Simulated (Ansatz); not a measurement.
Planning a GW calculation on Sr3AlN3 (P6_3/m).

The structure is hexagonal, space group P6_3/m (No. 176). The conventional cell has a = 7.661 Å, b = 7.661 Å, c = 5.396 Å, α = 90.00°, β = 90.00°, γ = 120.00°. Sr has 5 N at 2.55 to 2.83 Å nearest. Nearest to Al lie 3 N at 1.86 Å. Nearest to N lie 1 Al at 1.86 Å and 5 Sr at 2.55 to 2.83 Å. Farther neighbours and most contacts between anions are not listed.

```cif
data_structure
_symmetry_space_group_name_H-M 'P 1'
_symmetry_Int_Tables_number 1
_cell_length_a 7.6614
_cell_length_b 7.6614
_cell_length_c 5.3959
_cell_angle_alpha 90.000
_cell_angle_beta 90.000
_cell_angle_gamma 120.000
_cell_volume 274.29
loop_
_atom_site_label
_atom_site_type_symbol
_atom_site_fract_x
_atom_site_fract_y
_atom_site_fract_z
_atom_site_occupancy
Sr1 Sr 0.92782 0.64065 0.25000 1
Sr2 Sr 0.71283 0.07218 0.25000 1
Sr3 Sr 0.35935 0.28718 0.25000 1
Sr4 Sr 0.07218 0.35935 0.75000 1
Sr5 Sr 0.28718 0.92782 0.75000 1
Sr6 Sr 0.64065 0.71283 0.75000 1
Al7 Al 0.66667 0.33333 0.75000 1
Al8 Al 0.33333 0.66667 0.25000 1
N9 N 0.89393 0.58950 0.75000 1
N10 N 0.69557 0.10607 0.75000 1
N11 N 0.41050 0.30443 0.75000 1
N12 N 0.10607 0.41050 0.25000 1
N13 N 0.30443 0.89393 0.25000 1
N14 N 0.58950 0.69557 0.25000 1
```

The cell and positions are those that the Materials Project relaxed with its own functionals (PBE, PBE+U or r2SCAN), kept fixed.

Runs so far (Ansatz 0.2.0, start PBE, PAW set soft_1 files, 3×3×4 mesh). Times are wall times on 1 × NVIDIA H100 80GB HBM3 (shared by 6 runs) with 2 threads of AMD EPYC 7R13 (Zen 3), shared host, good to a factor of about two.

| bands summed | cutoff (eV) | gap on the mesh (eV) | time |
| --- | --- | --- | --- |
| 217 | 42 | 0.566 | 22 s |
| 527 | 84 | 0.788 | 38 s |

Question: What should the next rung give, with 1079 bands and screening to 140 eV, and where is the limit?

The error falls about as one over the bands when the cutoff rises with them. A line through the two highest rungs given predicts 0.868 eV; the run gave 0.932 eV, a miss of 0.064 eV, so the law fails here: the steps don't follow it yet. The two highest rungs put the limit near 1.069 eV, the pair below near 0.944 eV; neither can be trusted until a further rung is run.

Gaps are over the mesh's points; an edge off the mesh would be missed. Limits: not at the basis limit; no spin-orbit coupling; coarse k mesh.

[Paths, hosts, dates, memory and timing lines, banners, echoed tables and standing remarks are left out of the program output.]

[Logs are printed without paths, hosts, clocks, repeated set-up lines and the standing remarks that a program may print on its own settings, such as how far it seeks lower states.]

[Runs of the session that timed out or met a known fault of the program may be left out.]

[Cells called generated may have been cut or substituted from an entry of the Crystallography Open Database or the Materials Project.]

[Hosts, paths, dates, database ids (printed as entryN), source tags and the programs' standing remarks are cut or masked in the printed files.]
